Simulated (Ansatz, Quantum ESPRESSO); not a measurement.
# Work function of Li(110), 5 layers, part 3 of 6

How much energy does it take to lift an electron out of Li(110), 5 layers, and how far do the settings matter?

Quantum ESPRESSO 7.5; plane-wave DFT, PBE, GBRV ultrasoft pseudopotentials; geometry and cross-check by Ansatz 0.2.0 with PAW datasets.

So far. Step 5 (Planar and running averages): Where the running mean is not flat inside, average.x's window, rounded to the grid, doesn't match the spacings there. Step 6 (Valence density): The density integrates to 15.000 electrons, as the 15 of the input ask.

### 7. Projections on atomic orbitals

projwfc.x splits the states by atom and orbital; the spilling says how much the atomic basis misses.

pdos.in

```
&projwfc
  prefix = 'scf'
  outdir = './out'
  filpdos = 'pdos'
  Emin = -9.19
  Emax = 2.81
  DeltaE = 0.1
  ngauss = 0
  degauss = 0.01
/
```

Launch:

```sh
> OMP_NUM_THREADS=1 mpirun -n 2 projwfc.x -in pdos.in > pdos.out
```

Output:

```text
[banner, memory and clock lines left out]
Program PROJWFC v.7.5 starts

          URL

     ./out/scf.save/

     IMPORTANT: XC functional enforced from input :
     Exchange-correlation= PBE
                           (   1   4   3   4   0   0   0)
     Any further DFT definition will be discarded
     Please, verify this is what you really want

     negative rho (up, down):  9.727E-06 0.000E+00

     Gaussian broadening (read from input): ngauss,degauss=   0    0.010000

     Calling projwave ....

  Problem Sizes
  natomwfc =           25
  nbnd     =           12
  nkstot   =           21
  npwx     =         3330
  nkb      =           45

     Atomic states used for projection
     (read from pseudopotential files):

     state #   1: atom   1 (Li ), wfc  1 (l=0 m= 1)
     state #   2: atom   1 (Li ), wfc  2 (l=0 m= 1)
     state #   3: atom   1 (Li ), wfc  3 (l=1 m= 1)
     state #   4: atom   1 (Li ), wfc  3 (l=1 m= 2)
     state #   5: atom   1 (Li ), wfc  3 (l=1 m= 3)
     state #   6: atom   2 (Li ), wfc  1 (l=0 m= 1)
     state #   7: atom   2 (Li ), wfc  2 (l=0 m= 1)
     state #   8: atom   2 (Li ), wfc  3 (l=1 m= 1)
     state #   9: atom   2 (Li ), wfc  3 (l=1 m= 2)
     state #  10: atom   2 (Li ), wfc  3 (l=1 m= 3)
     state #  11: atom   3 (Li ), wfc  1 (l=0 m= 1)
     state #  12: atom   3 (Li ), wfc  2 (l=0 m= 1)
     state #  13: atom   3 (Li ), wfc  3 (l=1 m= 1)
     state #  14: atom   3 (Li ), wfc  3 (l=1 m= 2)
     state #  15: atom   3 (Li ), wfc  3 (l=1 m= 3)
     state #  16: atom   4 (Li ), wfc  1 (l=0 m= 1)
     state #  17: atom   4 (Li ), wfc  2 (l=0 m= 1)
     state #  18: atom   4 (Li ), wfc  3 (l=1 m= 1)
     state #  19: atom   4 (Li ), wfc  3 (l=1 m= 2)
     state #  20: atom   4 (Li ), wfc  3 (l=1 m= 3)
     state #  21: atom   5 (Li ), wfc  1 (l=0 m= 1)
     state #  22: atom   5 (Li ), wfc  2 (l=0 m= 1)
     state #  23: atom   5 (Li ), wfc  3 (l=1 m= 1)
     state #  24: atom   5 (Li ), wfc  3 (l=1 m= 2)
     state #  25: atom   5 (Li ), wfc  3 (l=1 m= 3)

[... projections of each state ...]
Lowdin Charges:

     Atom #   1: total charge =   2.9576, s =  2.2856,
     Atom #   1: total charge =   2.9576, p =  0.6720, pz=  0.1279, px=  0.2778, py=  0.2662,
     Atom #   2: total charge =   3.0406, s =  2.2160,
     Atom #   2: total charge =   3.0406, p =  0.8245, pz=  0.2952, px=  0.2703, py=  0.2591,
     Atom #   3: total charge =   2.9956, s =  2.2152,
     Atom #   3: total charge =   2.9956, p =  0.7803, pz=  0.2613, px=  0.2713, py=  0.2478,
     Atom #   4: total charge =   3.0406, s =  2.2160,
     Atom #   4: total charge =   3.0406, p =  0.8245, pz=  0.2952, px=  0.2703, py=  0.2591,
     Atom #   5: total charge =   2.9576, s =  2.2856,
     Atom #   5: total charge =   2.9576, p =  0.6720, pz=  0.1279, px=  0.2778, py=  0.2662,
     Spilling Parameter:   0.0005
```

It took 1.2 s on 2 MPI ranks of Intel Xeon Platinum 8559C (Emerald Rapids), shared host; peak memory 0.1 GiB.

Numbers from this step:

```
spilling of the projection : 5.00e-4
```

Projected DOS an atom over height of the atomic layer and energy from the Fermi level. Columns are the atomic layers from the bottom up.

Values in states/eV, 22 rows by 5 columns, each cell a mean:
```
0.71 0.46 0.54 0.46 0.71
0.67 0.39 0.41 0.39 0.67
0.68 0.46 0.44 0.46 0.68
0.65 0.52 0.49 0.52 0.65
0.49 0.43 0.49 0.43 0.49
0.33 0.32 0.36 0.32 0.33
0.36 0.37 0.31 0.37 0.36
0.24 0.30 0.27 0.30 0.24
0.26 0.32 0.23 0.32 0.26
0.16 0.23 0.22 0.23 0.16
0.11 0.16 0.15 0.16 0.11
0.02 0.04 0.05 0.04 0.02
0.00 0.00 0.00 0.00 0.00
0.00 0.00 0.00 0.00 0.00
0.00 0.00 0.00 0.00 0.00
0.00 0.00 0.00 0.00 0.00
0.00 0.00 0.00 0.00 0.00
0.00 0.00 0.00 0.00 0.00
0.00 0.00 0.00 0.00 0.00
0.00 0.00 0.00 0.00 0.00
0.00 0.00 0.00 0.00 0.00
0.00 0.00 0.00 0.00 0.00
```
Columns: height of the atomic layer (Å) from 8.23 to 17.6; rows upwards: energy from the Fermi level (eV) from -8 to 1.5.

The atomic orbitals miss 0.1 % of the occupied states; for empty states the projections can miss much more.

### 8. SCF with pw.x: open boundaries by the effective screening medium

Open boundaries by another road: assume_isolated = 'esm' with bc1, the slab centred on z = 0.

esm.in

```
&control
  prefix = 'esm'
  outdir = './out'
  pseudo_dir = './pseudo'
  calculation = 'scf'
  tprnfor = .true.
/
&system
  ibrav = 0
  nat = 5
  ntyp = 1
  ecutwfc = 40
  ecutrho = 200
  occupations = 'smearing'
  smearing = 'mv'
  degauss = 0.02
  assume_isolated = 'esm'
  esm_bc = 'bc1'
/
&electrons
  conv_thr = 1e-07
  mixing_beta = 0.4
  electron_maxstep = 120
  mixing_mode = 'local-TF'
/
ATOMIC_SPECIES
  Li  6.9400  li_pbe_v1.4.uspp.F.UPF
CELL_PARAMETERS angstrom
  2.46780266630000 -1.74500000000000 0.00000000000000
  2.46780266630000 1.74500000000000 0.00000000000000
  0.00000000000000 0.00000000000000 25.87121066540000
ATOMIC_POSITIONS crystal
  Li  0.000000000000 0.000000000000 -0.181809088727
  Li  0.500000000000 0.500000000000 -0.092405068466
  Li  0.000000000000 0.000000000000 -0.000000031357
  Li  0.500000000000 0.500000000000 0.092405062044
  Li  0.000000000000 0.000000000000 0.181809088727
K_POINTS automatic
  8 8 1 0 0 0
```

Launch:

```sh
> OMP_NUM_THREADS=1 mpirun -n 2 pw.x -nk 2 -in esm.in > esm.out
```

Output:

```text
[banner, memory and clock lines left out]
Program PWSCF v.7.5 starts
[citation notice left out]

[...]
Message from routine setup:
[...]
bravais-lattice index     =            0
     lattice parameter (alat)  =       5.7116  a.u.
     unit-cell volume          =    1503.6585 (a.u.)^3
     number of atoms/cell      =            5
     number of atomic types    =            1
     number of electrons       =        15.00
     number of Kohn-Sham states=           12
     kinetic-energy cutoff     =      40.0000  Ry
     charge density cutoff     =     200.0000  Ry
     scf convergence threshold =      1.0E-07
     mixing beta               =       0.4000
     number of iterations used =            8  local-TF  mixing
     Exchange-correlation=  SLA  PW   PBX  PBC
                           (   1   4   3   4   0   0   0)

     Effective Screening Medium Method
     Boundary Conditions: Vacuum-Slab-Vacuum
     total charge in unit cell        =   0.0000
     grid points for fit at edges     =        4

[...]
PseudoPot. # 1 for Li read from file:
     ./pseudo/li_pbe_v1.4.uspp.F.UPF
     Pseudo is Ultrasoft, Zval =  3.0
     Generated by new atomic code, or converted to UPF format
     Using radial grid of  751 points,  5 beta functions with:
                l(1) =   0
                l(2) =   0
                l(3) =   0
                l(4) =   1
                l(5) =   1
     Q(r) pseudized with 10 coefficients,  rinner =    1.150   1.150   1.150

     atomic species   valence    mass     pseudopotential
     Li                3.00     6.94000     Li( 1.00)

      8 Sym. Ops., with inversion, found

[...]
number of k points=    21  Marzari-Vanderbilt smearing, width (Ry)=  0.0200
[...]
Dense  grid:    71779 G-vectors     FFT dimensions: (  25,  25, 225)

     Smooth grid:    51511 G-vectors     FFT dimensions: (  24,  24, 200)

     Initial potential from superposition of free atoms

     starting charge      12.7463, renormalised to      15.0000

     negative rho (up, down):  1.085E-04 0.000E+00
     Starting wfcs are   25 randomized atomic wfcs

     per-process dynamical memory:    55.6 Mb

     Self-consistent Calculation

     iteration #  1     ecut=    40.00 Ry     beta= 0.40
     Davidson diagonalization with overlap
     ethr =  1.00E-02,  avg # of iterations =  2.9

     negative rho (up, down):  1.471E-05 0.000E+00

     total energy              =     -72.59942284 Ry
     estimated scf accuracy    <       0.90500548 Ry

     iteration #  2     ecut=    40.00 Ry     beta= 0.40
[...]
negative rho (up, down):  1.063E-06 0.000E+00

[...]
total energy              =     -72.26497767 Ry
     estimated scf accuracy    <       0.52320214 Ry

     iteration #  3     ecut=    40.00 Ry     beta= 0.40
[...]
total energy              =     -72.28708186 Ry
     estimated scf accuracy    <       0.01201858 Ry

     iteration #  4     ecut=    40.00 Ry     beta= 0.40
[...]
c_bands:  1 eigenvalues not converged
     c_bands:  1 eigenvalues not converged
     c_bands:  1 eigenvalues not converged
     c_bands:  1 eigenvalues not converged
     c_bands:  1 eigenvalues not converged
[...]
total energy              =     -72.31979749 Ry
     estimated scf accuracy    <       0.00377405 Ry

     iteration #  5     ecut=    40.00 Ry     beta= 0.40
[...]
c_bands:  1 eigenvalues not converged
     c_bands:  1 eigenvalues not converged
     c_bands:  1 eigenvalues not converged
[...]
total energy              =     -72.32095364 Ry
     estimated scf accuracy    <       0.00106680 Ry

     iteration #  6     ecut=    40.00 Ry     beta= 0.40
[...]
c_bands:  1 eigenvalues not converged
     c_bands:  1 eigenvalues not converged
     c_bands:  1 eigenvalues not converged
     c_bands:  1 eigenvalues not converged
     c_bands:  1 eigenvalues not converged
     c_bands:  1 eigenvalues not converged
[...]
total energy              =     -72.32183862 Ry
     estimated scf accuracy    <       0.00065922 Ry

[...]
iteration # 13     ecut=    40.00 Ry     beta= 0.40
[...]
total energy              =     -72.32169428 Ry
     estimated scf accuracy    <       0.00000125 Ry

     iteration # 14     ecut=    40.00 Ry     beta= 0.40
[...]
c_bands:  1 eigenvalues not converged
[...]
negative rho (up, down):  1.568E-07 0.000E+00

[...]
total energy              =     -72.32169083 Ry
     estimated scf accuracy    <       0.00000091 Ry

     iteration # 15     ecut=    40.00 Ry     beta= 0.40
[...]
negative rho (up, down):  8.982E-06 0.000E+00

[...]
total energy              =     -72.32168158 Ry
     estimated scf accuracy    <       0.00000021 Ry

     iteration # 16     ecut=    40.00 Ry     beta= 0.40
[...]
c_bands:  2 eigenvalues not converged
     c_bands:  2 eigenvalues not converged
     c_bands:  1 eigenvalues not converged
[...]
negative rho (up, down):  9.803E-06 0.000E+00

[...]
End of self-consistent calculation

          k = 0.0000 0.0000 0.0000 (  6429 PWs)   bands (ev):

   -50.1613 -50.1613 -49.7008 -49.6979 -49.6803  -6.6132  -6.2245  -5.4453
    -4.4095  -3.3393  -2.7475  -0.4031

          k = 0.0765 0.1083 0.0000 (  6445 PWs)   bands (ev):

   -50.1601 -50.1601 -49.6992 -49.6967 -49.6795  -6.3976  -6.0093  -5.2277
    -4.1833  -3.0871  -2.4627  -0.1472

[...]
the Fermi energy is    -3.1792 ev

!    total energy              =     -72.32168140 Ry
     estimated scf accuracy    <       0.00000002 Ry
     smearing contrib. (-TS)   =      -0.00041087 Ry
     internal energy E=F+TS    =     -72.32127053 Ry

     The total energy is F=E-TS. E is the sum of the following terms:
     one-electron contribution =     625.52840403 Ry
     hartree contribution      =    -321.10330020 Ry
     xc contribution           =     -16.83418046 Ry
     ewald contribution        =    -359.91219390 Ry

     convergence has been achieved in  16 iterations

     Forces acting on atoms (cartesian axes, Ry/au):

     atom    1 type  1   force =     0.00000000    0.00000000   -0.00015009
     atom    2 type  1   force =     0.00000000    0.00000000   -0.00014419
     atom    3 type  1   force =     0.00000000    0.00000000    0.00000000
     atom    4 type  1   force =     0.00000000    0.00000000    0.00014419
     atom    5 type  1   force =     0.00000000    0.00000000    0.00015009

     Total force =     0.000294     Total SCF correction =     0.000089
     SCF correction compared to forces is large: reduce conv_thr to get better values

[...]
```

Run time: 35 s. Hardware: 2 MPI ranks; peak memory 0.26 GiB.

Numbers from this step:

```
free energy                                                    : -983.9866 eV
Fermi energy                                                   : -3.179 eV
vacuum line at the lower end of the cell, over the Fermi level : 3.179 eV
vacuum line at the upper end of the cell, over the Fermi level : 3.179 eV
```

Electrostatic potential energy of an electron; zero at the Fermi level. Potential energy, planar mean against z:

```
z (Å)  potential energy, planar mean (eV)
-12.5                                3.18
-12.0                                3.18
-11.5                                3.18
-11.0                                3.18
-10.5                                3.18
-10.0                                3.18
 -9.5                                3.18
 -9.0                                3.18
 -8.5                                3.17
 -8.0                                3.15
 -7.5                                3.10
 -7.0                                2.98
 -6.5                                2.67
 -6.0                                1.94
 -5.5                               0.373
 -5.0                               -2.28
 -4.5                               -2.30
 -4.0                               0.463
 -3.5                                1.51
 -3.0                             -0.0147
 -2.5                               -2.27
 -2.0                               -1.32
 -1.5                                1.29
 -1.0                                1.56
 -0.5                              -0.619
  0.0                               -2.32
  0.5                              -0.619
  1.0                                1.56
  1.5                                1.29
  2.0                               -1.32
  2.5                               -2.27
  3.0                             -0.0146
  3.5                                1.51
  4.0                               0.463
  4.5                               -2.30
  5.0                               -2.28
  5.5                               0.373
  6.0                                1.94
  6.5                                2.67
  7.0                                2.98
  7.5                                3.10
  8.0                                3.15
  8.5                                3.17
  9.0                                3.18
  9.5                                3.18
 10.0                                3.18
 10.5                                3.18
 11.0                                3.18
 11.5                                3.18
 12.0                                3.18
 12.5                                3.18
```

The vacuum levels are read from the outermost 0.7 Å of the cell on either side.

The run needed 16 iterations to bring the estimated error under 1e-07 Ry.

The upper level is 3.179 eV against 3.179 eV from the periodic run.

[end of part 3 of 6]

[Logs are printed without paths, hosts, clocks, repeated set-up lines and the standing remarks that a program may print on its own settings, such as how far it seeks lower states.]

[Hosts, paths, dates, database ids (printed as entryN), source tags and the programs' standing remarks are cut or masked in the printed files.]

[Maps of the electrostatic potential energy from Ansatz leave out the sawtooth potential of an applied field or a dipole correction, so their vacuum need not be flat; planar profiles and work functions include it.]
